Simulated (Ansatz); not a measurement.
# CaO (Lime, Fm-3m): zone-centre modes under pressure, part 2 of 3

Aim: how do the optical modes of CaO (Lime, Fm-3m) move with volume?

Ansatz 0.2.0; DFT PBE, scalar-relativistic, plane waves, PAW; PAW set soft_1.

So far. Step 3 (Tight relaxation): The forces vanish by symmetry and the pressure is -0.005 GPa, within the tolerances set. The cell now holds 14.09 Å³/atom.

## 4. Zone-centre response at rest

The modes at rest are the reference of the series, and the response to a field gives the dielectric tensor and the Born charges.

input.yaml

```yaml
crystal:
  lattice:
    - [0.0, 2.415402523, 2.415402523]
    - [2.415402523, 0.0, 2.415402523]
    - [2.415402523, 2.415402523, 0.0]
  atoms:
    - { symbol: O, position: [0.5, 0.5, 0.5] }
    - { symbol: Ca, position: [0.0, 0.0, 0.0] }
kpoints:
  mp_grid: { grid: [8, 8, 8] }
hamiltonian:
  xc: pbe
  pseudopotentials: { kind: paw, azcp: { folder: soft_1 } }
scf:
  occupations: { method: fixed }
output:
  eigenvalues: true
phonons:
  method: dfpt
  dielectric: true
  rigid_motions: translations
  raman: true
```

On the command line:

```console
$ ansatz run input.yaml --threads 4 --pin off --max-ram 10240MiB --backend cpu --events-out ev --progress --plain --runs-dir out
```

Numbers of over 12 decimals in the logs are rounded to 6 here.

The program printed:

```text
[...]
Crystal: 2 atoms, lattice volume = 28.184 Å³
Basis set: ecut = 420 eV, 537 PW (Γ), exchange–correlation on 48×48×48 points (8 copies of the dense FFT grid, shifted against one another)
Bands: 12, of which v1, the nominal top of the filled ones, is band 8 counted from 1 (7 counted from 0)
Symmetry: 48 space group operations
k-points: 59 of 512 (irreducible under 8 space group operations, time reversal used)
[...]
SCF iter   1: F=—  HF=-2388.341670 eV  |F-HF|=—  |Δ(HF+E_count)|=         —  Δρ=1.03e-1  dr2=2.74e0  ethr=3.10e-3  ⟨swp⟩=4.3  Hψ=4154  notcnv=0  defer=4
[...]
SCF iter   8: F=-2387.728563 eV  HF=-2387.728563 eV  |F-HF|=3.91e-11  |Δ(HF+E_count)|=   5.13e-9  Δρ=5.72e-7  dr2=7.63e-11  ethr=1.00e-12  ⟨swp⟩=6.7  Hψ=5139  notcnv=0
SCF 1 converged in 8 iterations: F = -2387.728563 eV  dr2 = 7.63e-11
[...]
DFPT response loops at Γ: preconditioner auto → none (the input reference at scf.mixing.eps_inf says where Resta's filter doesn't serve); β = 0.50; Broyden in place of MSR1
── the response to a field inside a basis, on 8×8×8 k-points: an SCF that follows is theirs, and a resumed run solves both again ──
Bands: 9, of which v1, the nominal top of the filled ones, is band 8 counted from 1 (7 counted from 0)
k-points: 60 of 512 (irreducible under 12 space group operations)
[...]
Eigensolver: Dense (60 Hₖ)
SCF iter   1: F=—  HF=-2387.728537 eV  |F-HF|=—  |Δ(HF+E_count)|=         —  Δρ=3.19e-4  dr2=4.60e-6  ethr=1.00e-1
[...]
SCF iter   6: F=-2387.728542 eV  HF=-2387.728542 eV  |F-HF|=2.27e-12  |Δ(HF+E_count)|=  3.72e-10  Δρ=9.22e-8  dr2=5.87e-13  ethr=1.21e-12
SCF 1 converged in 6 iterations: F = -2387.728542 eV  dr2 = 5.87e-13
[...]
SCF converged after 8 iterations
Free energy (F): -2387.728563 eV
[...]
Internal energy: -2387.728563 eV  (E = F + TS)
E sigma→0 (E₀):  -2387.728563 eV
Fermi energy:    7.535910 eV
[...]
--- Band table (eV; the first three rows and the last of 59) ---
  k-point 0: bands = [... 4 lower, -7.9512, 7.5359, 7.5359, 7.5359, 12.1433, 13.7349, 13.7349, 13.7349]
  k-point 1: bands = [... 4 lower, -7.7471, 7.0088, 7.3328, 7.3328, 12.8230, 13.6929, 13.9925, 13.9925]
  k-point 2: bands = [... 4 lower, -7.3260, 6.0262, 6.8965, 6.8965, 13.7504, 14.2749, 14.6679, 14.6679]
  k-point 58: bands = [... 4 lower, -7.3591, 6.2804, 6.4804, 6.4804, 13.8102, 13.8102, 15.8194, 16.9710]
--- Phonons (Γ-DFPT): 2 representative perturbations + reference, on 59 of 512 k-points (Σ response iterations 7) ---
  k mesh reduced under 8 symmetry operations, with k and −k counted as one. Each operation leaves every solved perturbation unchanged. A smaller set is not considered because the run solves the response to a homogeneous field
  ASR residual: 4.778e-4 → 0.000e0 eV/Å²; symmetrization residual: 9.648e-8 eV/Å²
  ASR residual per site (eV/Å²): 4.78e-4 4.38e-5
  Γ frequencies (cm⁻¹): 0.00 0.00 0.00 255.10 255.10 255.10
  ε∞ (high-frequency dielectric tensor):
        3.786951     0.000000     0.000000
        0.000000     3.786951    -0.000000
        0.000000    -0.000000     3.786951
  ε⁰ (static dielectric tensor: ions relaxed, cell fixed):
       16.765653     0.000000     0.000000
        0.000000    16.765653    -0.000000
        0.000000    -0.000000    16.765653
  ε⁰ − ε∞ (ionic part):
       12.978702     0.000000     0.000000
        0.000000    12.978702     0.000000
        0.000000     0.000000    12.978702
  softest optical mode at Γ: 255.10 cm⁻¹; the repairs (sum rule, projections) moved no ω² at Γ by more than (2.85 cm⁻¹)²
  Born effective charges Z* (e; rows j = field, columns β = displacement):
    site 0:
        -2.35190    0.00000   -0.00000
        -0.00000   -2.35190    0.00000
        -0.00000   -0.00000   -2.35190
    site 1:
         2.35190   -0.00000    0.00000
         0.00000    2.35190   -0.00000
         0.00000    0.00000    2.35190
  Z* charge neutrality: 3.467e-4 e pre-enforcement
  solved inside a basis spanned on kpoints, on 8×8×8 k-points: ε∞ is read to err by 8.7e-3, Z* by 1.1e-2 e (field_mesh: kpoints solves on kpoints); Z* is corrected for what the basis lacks
  Raman tensors (in the event stream and the table raman_tensors.tsv): an entry may err by 4.3e-4 Å², one of the second-order susceptibility by 3.1e-20 pm/V (basis, points and sum rule); their sum over the sites missed zero by 8.294e-22 Å² ahead of its enforcement
  optical modes at Γ without the LO–TO term, one row a degenerate level:
      ω (cm⁻¹)  modes    IR ((D/Å)²/amu)  static Raman (Å⁴/amu)  depolarisation
        255.10      3            33.4818                 0.0000               —
  optical modes at Γ + LO–TO along q̂ = [1.0000, 0.0000, 0.0000]:
      ω (cm⁻¹)  modes    IR ((D/Å)²/amu)  static Raman (Å⁴/amu)  depolarisation
        255.10      2            22.3212                 0.0000               —
        536.75      1            11.1606                 0.0000               —
  optical modes at Γ + LO–TO along q̂ = [0.0000, 1.0000, 0.0000]:
      ω (cm⁻¹)  modes    IR ((D/Å)²/amu)  static Raman (Å⁴/amu)  depolarisation
        255.10      2            22.3212                 0.0000               —
        536.75      1            11.1606                 0.0000               —
  optical modes at Γ + LO–TO along q̂ = [0.0000, 0.0000, 1.0000]:
      ω (cm⁻¹)  modes    IR ((D/Å)²/amu)  static Raman (Å⁴/amu)  depolarisation
        255.10      2            22.3212                 0.0000               —
        536.75      1            11.1606                 0.0000               —
```

Run time: 28 s. Hardware: 4 threads of Arm Neoverse V1, shared host; peak memory 0.56 GiB.

Numbers from this step:

* sum-rule residual before enforcement: 4.78e-4 eV/Å²
* miss of the charge sum rule: 3.47e-4 e
* estimated error of the dielectric tensor: 0.008675
* estimated error of the Born charges: 0.01065 e
* point group: m-3m
* highest optical mode at the zone centre (no LO-TO term): 255.1 cm⁻¹
* lowest optical zone-centre mode: 255.1 cm⁻¹
* mean high-frequency dielectric constant: 3.787
* largest Born charge (third of the trace): -2.352 e
* mean static dielectric constant: 16.77
* top of the zone-centre spectrum with the field: 536.8 cm⁻¹

Without the LO-TO term. Patterns of degenerate modes are one choice out of their space. The modes at Γ (shares of kinetic energy by element, %):

| mode | frequency (cm⁻¹) | symmetry | O % | Ca % |
| --- | --- | --- | --- | --- |
| 1 | 0.0 | acoustic | 29 | 71 |
| 2 | 0.0 | acoustic | 29 | 71 |
| 3 | 0.0 | acoustic | 29 | 71 |
| 4 | 255.1 | T1u | 71 | 29 |
| 5 | 255.1 | T1u | 71 | 29 |
| 6 | 255.1 | T1u | 71 | 29 |

Displacements in mode 6 (255.1 cm⁻¹), the largest set to 1:
```
O1   0.00  0.00  1.00
Ca2  0.00  0.00 -0.40
```

Optical modes at the zone centre, without and with the macroscopic field of the longitudinal modes; each column is sorted by frequency, so a row need not hold one and the same mode. Modes with and without the field, by row:

| rank among optical modes | no field (cm⁻¹) | q along (1, 0, 0) (cm⁻¹) |
| --- | --- | --- |
| 1 | 255.1 | 255.1 |
| 2 | 255.1 | 255.1 |
| 3 | 255.1 | 536.8 |

Born charge (rows field, columns displacement) (e), principal values of the symmetric part by kind of site:

| atom | atoms with these values | low | middle | high | mean |
| --- | --- | --- | --- | --- | --- |
| O1 | 1 | -2.35 | -2.35 | -2.35 | -2.35 |
| Ca2 | 1 | 2.35 | 2.35 | 2.35 | 2.35 |

In full for Ca2:

```
2.35 0.00 0.00
0.00 2.35 0.00
0.00 0.00 2.35
```

High-frequency dielectric tensor:

```
3.79 0.00 0.00
0.00 3.79 0.00
0.00 0.00 3.79
```

Static dielectric tensor (ions relaxed, fixed cell):

```
16.77  0.00  0.00
 0.00 16.77  0.00
 0.00  0.00 16.77
```

Transverse modes. Infrared lines, with heights relative to the strongest:

| position (cm⁻¹) | label | relative intensity |
| --- | --- | --- |
| 255 | T1u | 100 |

Before it was imposed, the acoustic sum rule was missed by 4.8e-4 eV/Å² and the charge sum rule by 3.5e-4 e. Small misses are needed for a sound result but don't prove that mesh and cutoff are converged. The lowest optical mode is real, 255 cm⁻¹.

## 5. Ground state of a member: 1.06 times the volume at rest

The cell is set to 1.06 times the volume at rest; symmetry leaves nothing else free, so this is a single point.

input.yaml, the sections that differ from step 4:

```yaml
crystal:
  lattice:
    - [0.0, 2.4627753837, 2.4627753837]
    - [2.4627753837, 0.0, 2.4627753837]
    - [2.4627753837, 2.4627753837, 0.0]
  atoms:
    - { symbol: O, position: [0.5, 0.5, 0.5] }
    - { symbol: Ca, position: [0.0, 0.0, 0.0] }
output:
  forces: true
  stress: true
  eigenvalues: true
# kpoints, hamiltonian, scf: as in step 4
# phonons: removed
```

The program printed:

```text
[...]
Crystal: 2 atoms, lattice volume = 29.875 Å³
Basis set: ecut = 420 eV, 561 PW (Γ), exchange–correlation on 48×48×48 points (8 copies of the dense FFT grid, shifted against one another)
Bands: 12, of which v1, the nominal top of the filled ones, is band 8 counted from 1 (7 counted from 0)
Symmetry: 48 space group operations
[...]
k-points: 29 of 512
[...]
SCF iter   1: F=—  HF=-2388.371685 eV  |F-HF|=—  |Δ(HF+E_count)|=         —  Δρ=1.06e-1  dr2=3.10e0  ethr=3.10e-3  ⟨swp⟩=4.2  Hψ=2031  notcnv=0  defer=3
[...]
SCF iter   8: F=-2387.698492 eV  HF=-2387.698492 eV  |F-HF|=1.68e-9  |Δ(HF+E_count)|=   1.26e-8  Δρ=2.24e-6  dr2=2.18e-9  ethr=3.93e-10  ⟨swp⟩=2.0  Hψ=1131  notcnv=0
SCF 1 converged in 8 iterations: F = -2387.698492 eV  dr2 = 2.18e-9
[...]
SCF converged after 8 iterations
Free energy (F): -2387.698492 eV
[...]
Internal energy: -2387.698492 eV  (E = F + TS)
E sigma→0 (E₀):  -2387.698492 eV
Fermi energy:    6.922834 eV
[...]
--- Stress (GPa, compression-positive) ---
       -5.413801       0.000000       0.000000
       -0.000000      -5.413801      -0.000000
        0.000000       0.000000      -5.413801
  P = ⅓ Tr σ = -5.4138 GPa (-54.138 kbar)
--- Band table (eV; the first three rows and the last of 29) ---
  k-point 0: bands = [... 4 lower, -8.4563, 6.9228, 6.9228, 6.9228, 11.0790, 12.9689, 12.9689, 12.9689]
  k-point 1: bands = [... 4 lower, -8.2998, 6.4120, 6.7395, 6.7395, 11.7483, 12.9236, 13.2080, 13.2080]
  k-point 2: bands = [... 4 lower, -7.9613, 5.4776, 6.3437, 6.3437, 12.9306, 13.1971, 13.8334, 13.8334]
  k-point 28: bands = [... 4 lower, -7.9563, 5.7518, 5.8754, 5.8754, 13.0119, 13.0119, 14.8102, 15.9655]
```

Elapsed: 0.4 s, on 4 threads; peak memory 0.26 GiB.

Numbers from this step:

```yaml
pressure: -5.414 GPa
gap_on_the_k_mesh: 3.659 eV
volume_per_atom: 14.94 Å³
```

The forces vanish by symmetry, at a pressure of -5.41 GPa.

## 6. Modes of this member: 1.06 times the volume at rest

The zone-centre modes follow for 1.06 times the volume at rest, with the response to a field.

Edit input.yaml of step 5 so:

```diff
@@ -16,4 +16,6 @@
 output:
-  forces: true
-  stress: true
   eigenvalues: true
+phonons:
+  method: dfpt
+  dielectric: true
+  rigid_motions: translations
```

The program printed:

```text
[...]
Crystal: 2 atoms, lattice volume = 29.875 Å³
Basis set: ecut = 420 eV, 561 PW (Γ), exchange–correlation on 48×48×48 points (8 copies of the dense FFT grid, shifted against one another)
Bands: 12, of which v1, the nominal top of the filled ones, is band 8 counted from 1 (7 counted from 0)
Symmetry: 48 space group operations
k-points: 59 of 512 (irreducible under 8 space group operations, time reversal used)
[...]
SCF iter   1: F=—  HF=-2388.371685 eV  |F-HF|=—  |Δ(HF+E_count)|=         —  Δρ=1.06e-1  dr2=3.10e0  ethr=3.10e-3  ⟨swp⟩=4.4  Hψ=4155  notcnv=0  defer=5
[...]
SCF iter   9: F=-2387.698492 eV  HF=-2387.698492 eV  |F-HF|=2.46e-11  |Δ(HF+E_count)|=  3.08e-10  Δρ=2.73e-7  dr2=2.86e-11  ethr=1.00e-12  ⟨swp⟩=8.0  Hψ=4608  notcnv=0
SCF 1 converged in 9 iterations: F = -2387.698492 eV  dr2 = 2.86e-11
[...]
Bands: 9, of which v1, the nominal top of the filled ones, is band 8 counted from 1 (7 counted from 0)
k-points: 60 of 512 (irreducible under 12 space group operations)
[...]
Eigensolver: Dense (60 Hₖ)
SCF iter   1: F=—  HF=-2387.698439 eV  |F-HF|=—  |Δ(HF+E_count)|=         —  Δρ=3.01e-4  dr2=4.39e-6  ethr=1.00e-1
[...]
SCF iter   4: F=-2387.698444 eV  HF=-2387.698444 eV  |F-HF|=8.41e-9  |Δ(HF+E_count)|=   5.98e-8  Δρ=8.72e-6  dr2=6.93e-9  ethr=1.12e-8
SCF 1 converged in 4 iterations: F = -2387.698444 eV  dr2 = 6.93e-9
[...]
SCF converged after 9 iterations
Free energy (F): -2387.698492 eV
[...]
Internal energy: -2387.698492 eV  (E = F + TS)
E sigma→0 (E₀):  -2387.698492 eV
Fermi energy:    6.922874 eV
[...]
--- Band table (eV; the first three rows and the last of 59) ---
  k-point 0: bands = [... 4 lower, -8.4562, 6.9229, 6.9229, 6.9229, 11.0790, 12.9689, 12.9689, 12.9689]
  k-point 1: bands = [... 4 lower, -8.2998, 6.4120, 6.7395, 6.7395, 11.7483, 12.9236, 13.2080, 13.2080]
  k-point 2: bands = [... 4 lower, -7.9613, 5.4777, 6.3437, 6.3437, 12.9306, 13.1972, 13.8334, 13.8334]
  k-point 58: bands = [... 4 lower, -7.9563, 5.7518, 5.8754, 5.8754, 13.0119, 13.0119, 14.8102, 15.9655]
[...]
ASR residual: 2.029e-4 → 0.000e0 eV/Å²; symmetrization residual: 4.825e-7 eV/Å²
  ASR residual per site (eV/Å²): 2.03e-4 4.75e-7
  Γ frequencies (cm⁻¹): 0.00 0.00 0.00 212.78 212.78 212.78
  ε∞ (high-frequency dielectric tensor):
        3.776411    -0.000000    -0.000000
       -0.000000     3.776411    -0.000000
       -0.000000    -0.000000     3.776411
  ε⁰ (static dielectric tensor: ions relaxed, cell fixed):
       21.158377    -0.000000    -0.000000
       -0.000000    21.158377    -0.000000
       -0.000000    -0.000000    21.158377
  ε⁰ − ε∞ (ionic part):
       17.381967    -0.000000    -0.000000
       -0.000000    17.381967    -0.000000
       -0.000000    -0.000000    17.381967
[...]
Born effective charges Z* (e; rows j = field, columns β = displacement):
    site 0:
        -2.33738    0.00000    0.00000
         0.00000   -2.33738    0.00000
         0.00000   -0.00000   -2.33738
    site 1:
         2.33738   -0.00000   -0.00000
        -0.00000    2.33738   -0.00000
        -0.00000    0.00000    2.33738
  Z* charge neutrality: 1.419e-3 e pre-enforcement
  solved inside a basis spanned on kpoints, on 8×8×8 k-points, its susceptibility summed on 12×12×12: ε∞ is read to err by 8.9e-3, Z* by 1.1e-2 e (field_mesh: kpoints solves on kpoints); Z* is corrected for what the basis lacks
  optical modes at Γ without the LO–TO term, one row a degenerate level:
      ω (cm⁻¹)  modes    IR ((D/Å)²/amu)
        212.78      3            33.0696
  optical modes at Γ + LO–TO along q̂ = [1.0000, 0.0000, 0.0000]:
      ω (cm⁻¹)  modes    IR ((D/Å)²/amu)
        212.78      2            22.0464
        503.66      1            11.0232
  optical modes at Γ + LO–TO along q̂ = [0.0000, 1.0000, 0.0000]:
      ω (cm⁻¹)  modes    IR ((D/Å)²/amu)
        212.78      2            22.0464
        503.66      1            11.0232
  optical modes at Γ + LO–TO along q̂ = [0.0000, 0.0000, 1.0000]:
      ω (cm⁻¹)  modes    IR ((D/Å)²/amu)
        212.78      2            22.0464
        503.66      1            11.0232
```

The job ended after 7.2 s (4 threads; peak memory 0.38 GiB).

Numbers from this step:

```
sum-rule residual before enforcement                    : 2.03e-4 eV/Å²
miss of the charge sum rule                             : 0.001419 e
estimated error of the dielectric tensor                : 0.008861
estimated error of the Born charges                     : 0.01150 e
highest optical mode at the zone centre (no LO-TO term) : 212.8 cm⁻¹
lowest optical zone-centre mode                         : 212.8 cm⁻¹
mean high-frequency dielectric constant                 : 3.776
largest Born charge (third of the trace)                : -2.337 e
mean static dielectric constant                         : 21.16
top of the zone-centre spectrum with the field          : 503.7 cm⁻¹
```

Without the LO-TO term. Patterns of degenerate modes are one choice out of their space. Modes at Γ, with each element's share of the kinetic energy:

| mode | frequency (cm⁻¹) | symmetry | O % | Ca % |
| --- | --- | --- | --- | --- |
| 1 | 0.0 | acoustic | 29 | 71 |
| 2 | 0.0 | acoustic | 29 | 71 |
| 3 | 0.0 | acoustic | 29 | 71 |
| 4 | 212.8 | T1u | 71 | 29 |
| 5 | 212.8 | T1u | 71 | 29 |
| 6 | 212.8 | T1u | 71 | 29 |

Transverse modes. Infrared lines, with heights relative to the strongest:

```
position (cm⁻¹)  label  relative intensity
            213    T1u                 100
```

The optical mode without the LO-TO term lies at 212.8 cm⁻¹.

For the mean static dielectric tensor (ions relaxed, fixed cell), step 4 gave 16.8; this run, with volume ratio 1.06, gives 21.2 (+26 %).

## 7. Ground state of a member: 0.9 times the volume at rest

The cell is set to 0.9 times the volume at rest; symmetry leaves nothing else free, so this is a single point.

input.yaml, the sections that differ from step 6:

```yaml
crystal:
  lattice:
    - [0.0, 2.3320454955, 2.3320454955]
    - [2.3320454955, 0.0, 2.3320454955]
    - [2.3320454955, 2.3320454955, 0.0]
  atoms:
    - { symbol: O, position: [0.5, 0.5, 0.5] }
    - { symbol: Ca, position: [0.0, 0.0, 0.0] }
output:
  forces: true
  stress: true
  eigenvalues: true
# kpoints, hamiltonian, scf: as in step 6
# phonons: removed
```

The program printed:

```text
[...]
Crystal: 2 atoms, lattice volume = 25.365 Å³
Basis set: ecut = 420 eV, 531 PW (Γ), exchange–correlation on 48×48×48 points (8 copies of the dense FFT grid, shifted against one another)
Bands: 12, of which v1, the nominal top of the filled ones, is band 8 counted from 1 (7 counted from 0)
Symmetry: 48 space group operations
[...]
k-points: 29 of 512
[...]
--- Band table (eV; the first three rows and the last of 29) ---
  k-point 0: bands = [... 4 lower, -6.9404, 8.7483, 8.7483, 8.7483, 14.2567, 15.1979, 15.1979, 15.1979]
  k-point 1: bands = [... 4 lower, -6.6039, 8.1894, 8.5025, 8.5025, 14.9399, 15.1791, 15.4917, 15.4917]
  k-point 2: bands = [... 4 lower, -5.9960, 7.1148, 7.9817, 7.9817, 15.2798, 16.2657, 16.2657, 16.4485]
  k-point 28: bands = [... 4 lower, -6.1280, 7.3214, 7.7028, 7.7028, 15.3431, 15.3431, 17.7820, 18.9071]
[key lines of the parts left out:]
SCF converged after 7 iterations
Free energy (F): -2387.616876 eV
Fermi energy:    8.748320 eV
P = ⅓ Tr σ = 13.9540 GPa (139.540 kbar)
```

Elapsed: 0.35 s, on 4 threads; peak memory 0.26 GiB.

Numbers from this step:

```
pressure          : 13.95 GPa
gap on the k-mesh : 3.611 eV
volume per atom   : 12.68 Å³
```

The forces vanish by symmetry, at a pressure of 13.95 GPa.

[end of part 2 of 3]

[Logs are printed without paths, hosts, clocks, repeated set-up lines and the standing remarks that a program may print on its own settings, such as how far it seeks lower states.]

[Hosts, paths, dates, database ids (printed as entryN), source tags and the programs' standing remarks are cut or masked in the printed files.]
